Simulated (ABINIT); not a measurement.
# Quasiparticle gap of CsH (Pm-3m) in ABINIT, part 2 of 3

How does a plane-wave GW calculation on CsH (Pm-3m) run from the first input to the gap?

ABINIT 10.8.3; LDA and many-body steps on it, plane waves. Known limits of the many-body steps: not at the basis limit; no spin-orbit coupling; coarse k mesh.

So far. Step 2 (Ground state): The gap is indirect, with the least direct gap 0.19 eV higher.

## (3) Bands along the symmetry lines

Level of this step: DFT, LDA, plane waves, norm-conserving pseudopotentials (ABINIT).

The cheap functional maps the bands first; the places of the edges decide which points the dearer methods must see.

run.abi reads:

```
acell 3*1.0 Angstrom
rprim 
  3.818408540000 0.000000000000 0.000000000000
  0.000000000000 3.818408540000 0.000000000000
  0.000000000000 0.000000000000 3.818408540000
ntypat 2
znucl 55 1
natom 2
typat 1 2
xred 
  0.000000000000 0.000000000000 0.000000000000
  0.500000000000 0.500000000000 0.500000000000
pp_dirpath "pseudos"
pseudos "Cs.upf, H.upf"
ecut 31
iscf -2
irdden 1
kptopt 0
nkpt 50
kpt 
  0.00000000 0.00000000 0.00000000
  0.00000000 0.06250000 0.00000000
  0.00000000 0.12500000 0.00000000
  0.00000000 0.18750000 0.00000000
  0.00000000 0.25000000 0.00000000
  0.00000000 0.31250000 0.00000000
  0.00000000 0.37500000 0.00000000
  0.00000000 0.43750000 0.00000000
  0.00000000 0.50000000 0.00000000
  0.06250000 0.50000000 0.00000000
  0.12500000 0.50000000 0.00000000
  0.18750000 0.50000000 0.00000000
  0.25000000 0.50000000 0.00000000
  0.31250000 0.50000000 0.00000000
  0.37500000 0.50000000 0.00000000
  0.43750000 0.50000000 0.00000000
  0.50000000 0.50000000 0.00000000
  0.43750000 0.43750000 0.00000000
  0.37500000 0.37500000 0.00000000
  0.31250000 0.31250000 0.00000000
  0.25000000 0.25000000 0.00000000
  0.18750000 0.18750000 0.00000000
  0.12500000 0.12500000 0.00000000
  0.06250000 0.06250000 0.00000000
  0.00000000 0.00000000 0.00000000
  0.06250000 0.06250000 0.06250000
  0.12500000 0.12500000 0.12500000
  0.18750000 0.18750000 0.18750000
  0.25000000 0.25000000 0.25000000
  0.31250000 0.31250000 0.31250000
  0.37500000 0.37500000 0.37500000
  0.43750000 0.43750000 0.43750000
  0.50000000 0.50000000 0.50000000
  0.43750000 0.50000000 0.43750000
  0.37500000 0.50000000 0.37500000
  0.31250000 0.50000000 0.31250000
  0.25000000 0.50000000 0.25000000
  0.18750000 0.50000000 0.18750000
  0.12500000 0.50000000 0.12500000
  0.06250000 0.50000000 0.06250000
  0.00000000 0.50000000 0.00000000
  0.50000000 0.50000000 0.50000000
  0.50000000 0.50000000 0.43750000
  0.50000000 0.50000000 0.37500000
  0.50000000 0.50000000 0.31250000
  0.50000000 0.50000000 0.25000000
  0.50000000 0.50000000 0.18750000
  0.50000000 0.50000000 0.12500000
  0.50000000 0.50000000 0.06250000
  0.50000000 0.50000000 0.00000000
istwfk *1
nband 12
nbdbuf 2
tolwfr 1e-08
nstep 40
prtwf 0
prtvol 0
indata_prefix "in"
outdata_prefix "out"
tmpdata_prefix "tmp"
```

Run with:

```bash
OMP_NUM_THREADS=1 mpirun -n 4 abinit run.abi > log
```

Numbers of over 12 decimals in the logs are rounded to 6 here.

Log:

```text
.Version 10.8.3 of ABINIT. v10.8.2 released Aug 2026.

 Symmetries : space group Pm -3 m (#221); Bravais cP (primitive cubic)
[... echo of the input left out ...]
== DATASET  1 ==================================================================
-   mpi_nproc: 4, omp_nthreads: 1 (-1 if OMP is not activated)

--- !DatasetInfo
iteration_state: {dtset: 1, }
dimensions: {natom: 2, nkpt: 50, mband: 12, nsppol: 1, nspinor: 1, nspden: 1, mpw: 3136, }
cutoff_energies: {ecut:  31.0, pawecutdg:  -1.0, }
electrons: {nelect:   1.00000000E+01, charge:   0.00000000E+00, occopt:   1.00000000E+00, tsmear:   1.00000000E-02, }

 Real(R)+Recip(G) space primitive vectors, cartesian coordinates (Bohr,Bohr^-1):
 R(1)=  7.2157464  0.0000000  0.0000000  G(1)=  0.1385858  0.0000000  0.0000000
 R(2)=  0.0000000  7.2157464  0.0000000  G(2)=  0.0000000  0.1385858  0.0000000
 R(3)=  0.0000000  0.0000000  7.2157464  G(3)=  0.0000000  0.0000000  0.1385858
 Unit cell volume ucvol=  3.7570224E+02 bohr^3
 Angles (23,13,12)=  9.00000000E+01  9.00000000E+01  9.00000000E+01 degrees

 getcut: wavevector=  0.0000  0.0000  0.0000  ngfft=  40  40  40
         ecut(hartree)=     31.000   => boxcut(ratio)=   2.21173

 getcut : COMMENT -
  Note that boxcut > 2.2 ; recall that boxcut=Gcut(box)/Gcut(sphere) = 2
  is sufficient for exact treatment of convolution.
  Such a large boxcut is a waste : you could raise ecut
  e.g. ecut=   37.911173 Hartrees makes boxcut=2

--- Pseudopotential description ------------------------------------------------
- Cs Generated using ONCVPSP code by D. R. Hamann
- 55.00000   9.00000  201201                  znucl, zion, pspdat
12 -1012 3 -1 2328                            pspcod,pspxc,lmax,lloc,mmax
     nproj     2     2     2     2
  pspatm : epsatm=   21.68725381
         --- l  ekb(1:nproj) -->
             0    6.247599    0.778427
             1    6.343167    0.797067
             2    3.778962    0.917083
[...]
pspatm: atomic psp has been read  and splines computed

- H Generated using ONCVPSP code by D. R. Hamann
-  1.00000   1.00000  180309                  znucl, zion, pspdat
12 -1012 1 -1 1180                            pspcod,pspxc,lmax,lloc,mmax
     nproj     2     1     0     0
  pspatm : epsatm=    0.35439867
         --- l  ekb(1:nproj) -->
[...]
1   -0.275071
 pspatm: atomic psp has been read  and splines computed

--------------------------------------------------------------------------------

================================================================================
 prteigrs : about to open file out_EIG
 Non-SCF case, kpt    1 (  0.00000  0.00000  0.00000), residuals and eigenvalues=
  9.80E-09  3.28E-09  6.89E-09  8.83E-09  4.22E-09  3.38E-09  3.81E-09  8.53E-09
  7.31E-09  9.56E-09  6.69E-08  9.97E-09
 -7.0814E-01 -1.9339E-01 -1.9339E-01 -1.9339E-01  1.9791E-02  2.1163E-01
[...]
6.85E-09  8.82E-09  3.79E-08  4.27E-06
 -7.0793E-01 -1.9614E-01 -1.9317E-01 -1.9317E-01  2.2240E-02  2.1250E-01
[...]
Non-SCF case, kpt    3 (  0.00000  0.12500  0.00000), residuals and eigenvalues=
  8.75E-09  6.31E-09  4.58E-09  7.13E-09  4.49E-09  8.61E-09  5.09E-09  9.90E-09
  3.68E-09  9.25E-09  1.42E-07  1.64E-05
[...]
Non-SCF case, kpt   49 (  0.50000  0.50000  0.06250), residuals and eigenvalues=
[...]
Non-SCF case, kpt   50 (  0.50000  0.50000  0.00000), residuals and eigenvalues=
[...]
-6.9686E-01 -2.3885E-01 -2.3885E-01 -1.8214E-01  4.9415E-02  2.4951E-01
  3.2670E-01  3.3368E-01  3.3368E-01  3.4973E-01  3.4973E-01  4.7938E-01

--- !ResultsGS
iteration_state: {dtset: 1, }
comment   : Summary of ground state results
lattice_vectors:
- [  7.2157464,   0.0000000,   0.0000000, ]
- [  0.0000000,   7.2157464,   0.0000000, ]
- [  0.0000000,   0.0000000,   7.2157464, ]
lattice_lengths: [   7.21575,    7.21575,    7.21575, ]
lattice_angles: [ 90.000,  90.000,  90.000, ] # degrees, (23, 13, 12)
lattice_volume:   3.7570224E+02
convergence: {deltae:  0.000E+00, res2:  0.000E+00, residm:  9.990E-09, diffor:  0.000E+00, }
etotal    :  -2.40274900E+01
entropy   :   0.00000000E+00
fermie    :   9.74770386E-02
cartesian_stress_tensor: null
pressure_GPa: null
xred      :
- [  0.0000E+00,   0.0000E+00,   0.0000E+00, Cs]
- [  5.0000E-01,   5.0000E-01,   5.0000E-01,  H]
cartesian_forces: null
force_length_stats: {min: null, max: null, mean: null, }

 Integrated electronic density in atomic spheres:
 ------------------------------------------------
 Atom  Sphere_radius  Integrated_density
[...]
================================================================================

 ----iterations are completed or convergence reached----

 Mean square residual over all n,k,spin=   67.299E-10; max=  99.896E-10
 reduced coordinates (array xred) for    2 atoms
       0.000000000000      0.000000000000      0.000000000000
       0.500000000000      0.500000000000      0.500000000000

 cartesian coordinates (angstrom) at end:
[...]
length scales=  1.889726125908  1.889726125908  1.889726125908 bohr
              =  1.000000000000  1.000000000000  1.000000000000 angstroms
 prteigrs : about to open file out_EIG
 Eigenvalues (hartree) for nkpt=  50  k points:
 kpt#   1, nband= 12, wtk=  1.00000, kpt=  0.0000  0.0000  0.0000 (reduced coord)
[...]
kpt#   2, nband= 12, wtk=  1.00000, kpt=  0.0000  0.0625  0.0000 (reduced coord)
[...]
kpt#   3, nband= 12, wtk=  1.00000, kpt=  0.0000  0.1250  0.0000 (reduced coord)
[...]
kpt#  49, nband= 12, wtk=  1.00000, kpt=  0.5000  0.5000  0.0625 (reduced coord)
  -0.69666   -0.23854   -0.23854   -0.18429    0.05059    0.25532    0.30885    0.30885
   0.31939    0.37589    0.37589    0.48654
 kpt#  50, nband= 12, wtk=  1.00000, kpt=  0.5000  0.5000  0.0000 (reduced coord)
  -0.69686   -0.23885   -0.23885   -0.18214    0.04942    0.24951    0.32670    0.33368
   0.33368    0.34973    0.34973    0.47938

== END DATASET(S) ==============================================================
================================================================================

 -outvars: echo values of variables after computation  --------
            nband          12
             nkpt          50
          spgroup         221
 [... the other variables as echoed above ...]

 Calculation completed.
```

Wall time 13 s (4 MPI ranks of Arm Neoverse V1, shared host); peak memory 0.27 GiB; 51 s of CPU time.

This step gave:

```
gap                        : 2.297 eV
k of the valence top       : 0.5, 0.5, 0.5
k of the conduction bottom : 0, 0.5, 0
least direct gap           : 2.488 eV
```

The gap is 2.297 eV, as in the run before at this level.

Electronic bands along the path, in eV, zero at the top of the highest filled band; v1 is the highest filled band, c1 the lowest empty one:

```
    point     v4     v3     v2     v1    c1    c2    c3     c4
        Γ  -7.92  -7.92  -7.92  -2.11  3.11  3.11  6.97   9.38
  halfway  -8.78  -7.84  -7.84  -1.28  3.45  3.53  6.60   6.95
        X  -9.47  -7.75  -7.75  -0.26  2.30  3.91  5.92   5.92
  halfway  -9.32  -8.51  -7.68  -0.77  3.29  5.31  5.33   6.31
        M  -9.15  -9.15  -7.61  -1.31  4.14  6.24  6.43   6.43
  halfway  -8.71  -8.59  -7.76  -0.93  3.35  5.05  5.57   7.02
        Γ  -7.92  -7.92  -7.92  -2.11  3.11  3.11  6.97   9.38
  halfway  -8.62  -8.49  -8.49  -0.77  4.46  4.46  5.72   6.19
        R  -8.92  -8.92  -8.92   0.00  2.49  2.49  2.49  10.75
  halfway  -9.18  -8.44  -8.39  -0.73  3.61  4.13  6.10   6.19
        X  -9.47  -7.75  -7.75  -0.26  2.30  3.91  5.92   5.92
jump to R  -8.92  -8.92  -8.92   0.00  2.49  2.49  2.49  10.75
  halfway  -9.04  -9.04  -8.31  -0.82  3.64  3.64  4.23   6.42
        M  -9.15  -9.15  -7.61  -1.31  4.14  6.24  6.43   6.43
```

The electronic bands as a text plot (rows in eV, shown from -8.0 to 6.2 only):

```
    5.9 |     ++++++ ++ ++++   +     +  +++         +   ++      +
    5.3 |         +++       +++       ++             +  +     ++
    4.7 |          +                    ++        ++  ++      ++
    4.1 |      ++++  +++++    +       ++   ++       ++  ++   ++ +
    3.5 | +++++     +     ++++++++ +++    +      +++++      ++
    2.9 |++  ++   ++            +++        +++  ++++  ++   ++
    2.3 |      +++                           ++++       +++
    1.8 |
    1.2 |
    0.6 |
    0.0 |       **                           ****        ***
   -0.6 |     **  ***      *            *****    ********   **
   -1.2 |   **       ****** ***      ***                      ***
   -1.8 |***                   *** **
   -2.4 |                         *
   -3.0 |
   -3.6 |
   -4.2 |
   -4.7 |
   -5.3 |
   -5.9 |
   -6.5 |
   -7.1 |
   -7.7 |****************************                 ****     **
         Γ      X      M          Γ            R        X|R     M
```

## (4) Empty states on the mesh, 4×4×4 mesh, 31 bands

The sums over transitions need many empty states on a uniform mesh; this step solves for them.

run.abi reads:

```
acell 3*1.0 Angstrom
rprim 
  3.818408540000 0.000000000000 0.000000000000
  0.000000000000 3.818408540000 0.000000000000
  0.000000000000 0.000000000000 3.818408540000
ntypat 2
znucl 55 1
natom 2
typat 1 2
xred 
  0.000000000000 0.000000000000 0.000000000000
  0.500000000000 0.500000000000 0.500000000000
pp_dirpath "pseudos"
pseudos "Cs.upf, H.upf"
ecut 31
ngkpt 4 4 4
nshiftk 1
shiftk 0 0 0
kptopt 1
chksymbreak 0
iscf -2
irdden 1
istwfk *1
nband 31
nbdbuf 4
tolwfr 1e-09
nstep 60
prtvol 0
indata_prefix "in"
outdata_prefix "out"
tmpdata_prefix "tmp"
```

Log:

```text
.Version 10.8.3 of ABINIT. v10.8.2 released Aug 2026.

 Symmetries : space group Pm -3 m (#221); Bravais cP (primitive cubic)
[... echo of the input left out ...]
== DATASET  1 ==================================================================
-   mpi_nproc: 4, omp_nthreads: 1 (-1 if OMP is not activated)

--- !DatasetInfo
iteration_state: {dtset: 1, }
dimensions: {natom: 2, nkpt: 10, mband: 31, nsppol: 1, nspinor: 1, nspden: 1, mpw: 3136, }
cutoff_energies: {ecut:  31.0, pawecutdg:  -1.0, }
electrons: {nelect:   1.00000000E+01, charge:   0.00000000E+00, occopt:   1.00000000E+00, tsmear:   1.00000000E-02, }

 Real(R)+Recip(G) space primitive vectors, cartesian coordinates (Bohr,Bohr^-1):
 R(1)=  7.2157464  0.0000000  0.0000000  G(1)=  0.1385858  0.0000000  0.0000000
 R(2)=  0.0000000  7.2157464  0.0000000  G(2)=  0.0000000  0.1385858  0.0000000
 R(3)=  0.0000000  0.0000000  7.2157464  G(3)=  0.0000000  0.0000000  0.1385858
 Unit cell volume ucvol=  3.7570224E+02 bohr^3
 Angles (23,13,12)=  9.00000000E+01  9.00000000E+01  9.00000000E+01 degrees

 getcut: wavevector=  0.0000  0.0000  0.0000  ngfft=  40  40  40
         ecut(hartree)=     31.000   => boxcut(ratio)=   2.21173

 getcut : COMMENT -
  Note that boxcut > 2.2 ; recall that boxcut=Gcut(box)/Gcut(sphere) = 2
  is sufficient for exact treatment of convolution.
  Such a large boxcut is a waste : you could raise ecut
  e.g. ecut=   37.911173 Hartrees makes boxcut=2

--- Pseudopotential description ------------------------------------------------
- Cs Generated using ONCVPSP code by D. R. Hamann
- 55.00000   9.00000  201201                  znucl, zion, pspdat
12 -1012 3 -1 2328                            pspcod,pspxc,lmax,lloc,mmax
     nproj     2     2     2     2
  pspatm : epsatm=   21.68725381
         --- l  ekb(1:nproj) -->
             0    6.247599    0.778427
             1    6.343167    0.797067
             2    3.778962    0.917083
[...]
pspatm: atomic psp has been read  and splines computed

- H Generated using ONCVPSP code by D. R. Hamann
-  1.00000   1.00000  180309                  znucl, zion, pspdat
12 -1012 1 -1 1180                            pspcod,pspxc,lmax,lloc,mmax
     nproj     2     1     0     0
  pspatm : epsatm=    0.35439867
         --- l  ekb(1:nproj) -->
[...]
1   -0.275071
 pspatm: atomic psp has been read  and splines computed

--------------------------------------------------------------------------------

================================================================================
 prteigrs : about to open file out_EIG
 Non-SCF case, kpt    1 (  0.00000  0.00000  0.00000), residuals and eigenvalues=
  2.25E-10  1.26E-10  2.18E-10  8.28E-10  2.29E-10  2.39E-10  9.22E-10  5.90E-10
  1.94E-10  4.71E-10  6.50E-10  6.80E-11  2.87E-10  5.82E-10  5.19E-10  4.40E-10
  8.69E-10  3.92E-10  1.10E-10  9.45E-10  6.28E-10  7.79E-10  9.34E-10  4.88E-10
  8.08E-10  8.87E-10  9.83E-10  6.37E-10  5.24E-08  5.43E-07  7.12E-10
 -7.0814E-01 -1.9339E-01 -1.9339E-01 -1.9339E-01  1.9791E-02  2.1163E-01
  2.1163E-01  3.5371E-01  4.4219E-01  4.4219E-01  4.4219E-01  4.5080E-01
  4.5080E-01  4.5080E-01  5.3651E-01  5.3651E-01  5.3651E-01  6.2005E-01
  6.5096E-01  6.5096E-01  6.9280E-01  6.9280E-01  6.9280E-01  8.7511E-01
  8.7511E-01  8.7511E-01  9.2479E-01  9.5747E-01  9.5747E-01  9.5747E-01
  9.7717E-01
 prteigrs : prtvol=0 or 1, do not print more k-points.

--- !ResultsGS
iteration_state: {dtset: 1, }
comment   : Summary of ground state results
lattice_vectors:
- [  7.2157464,   0.0000000,   0.0000000, ]
- [  0.0000000,   7.2157464,   0.0000000, ]
- [  0.0000000,   0.0000000,   7.2157464, ]
lattice_lengths: [   7.21575,    7.21575,    7.21575, ]
lattice_angles: [ 90.000,  90.000,  90.000, ] # degrees, (23, 13, 12)
lattice_volume:   3.7570224E+02
convergence: {deltae:  0.000E+00, res2:  0.000E+00, residm:  9.957E-10, diffor:  0.000E+00, }
etotal    :  -2.40274900E+01
entropy   :   0.00000000E+00
fermie    :   9.74770386E-02
cartesian_stress_tensor: null
pressure_GPa: null
xred      :
- [  0.0000E+00,   0.0000E+00,   0.0000E+00, Cs]
- [  5.0000E-01,   5.0000E-01,   5.0000E-01,  H]
cartesian_forces: null
force_length_stats: {min: null, max: null, mean: null, }

 Integrated electronic density in atomic spheres:
 ------------------------------------------------
 Atom  Sphere_radius  Integrated_density
[...]
================================================================================

 ----iterations are completed or convergence reached----

 Mean square residual over all n,k,spin=   52.300E-11; max=  99.574E-11
 reduced coordinates (array xred) for    2 atoms
       0.000000000000      0.000000000000      0.000000000000
       0.500000000000      0.500000000000      0.500000000000

 cartesian coordinates (angstrom) at end:
    1      0.000000     0.000000     0.000000
    2      1.909204     1.909204     1.909204
 length scales=  1.889726125908  1.889726125908  1.889726125908 bohr
              =  1.000000000000  1.000000000000  1.000000000000 angstroms
 prteigrs : about to open file out_EIG
 Eigenvalues (hartree) for nkpt=  10  k points:
 kpt#   1, nband= 31, wtk=  0.01563, kpt=  0.0000  0.0000  0.0000 (reduced coord)
  -0.70814   -0.19339   -0.19339   -0.19339    0.01979    0.21163    0.21163    0.35371
   0.44219    0.44219    0.44219    0.45080    0.45080    0.45080    0.53651    0.53651
   0.53651    0.62005    0.65096    0.65096    0.69280    0.69280    0.69280    0.87511
   0.87511    0.87511    0.92479    0.95747    0.95747    0.95747    0.97717
 prteigrs : prtvol=0 or 1, do not print more k-points.

== END DATASET(S) ==============================================================
================================================================================

 -outvars: echo values of variables after computation  --------
            nband          31
             nkpt          10
          spgroup         221
 [... the other variables as echoed above ...]

 Calculation completed.
```

The job ended after 8.3 s (4 MPI ranks; peak memory 0.26 GiB).

This step gave:

```
gap                                                           : 2.297 eV
k of the valence top                                          : 0.5, 0.5, 0.5
k of the conduction bottom                                    : 0.5, 0, 0
least direct gap                                              : 2.488 eV
k points computed                                             : 10
lowest point of the top converged band, above the valence top : 21.53 eV
```

On this mesh the gap is 2.297 eV.

(Part 2 of 3 ends here.)

[Paths, hosts, dates, memory and timing lines, banners, echoed tables and standing remarks are left out of the program output.]

[Logs are printed without paths, hosts, clocks, repeated set-up lines and the standing remarks that a program may print on its own settings, such as how far it seeks lower states.]

[Runs of the session that timed out or met a known fault of the program may be left out.]

[Hosts, paths, dates, database ids (printed as entryN), source tags and the programs' standing remarks are cut or masked in the printed files.]

[G0W0 gaps are taken among the corrected bands and points alone; a level outside them can change the order at an edge.]

[Where Ansatz stands beside ABINIT at settings called matched, ABINIT's density can come from a denser mesh and the files from another edition; pairs whose starting gaps differed by over 0.03 eV were left out, so agreement reads better than it is.]
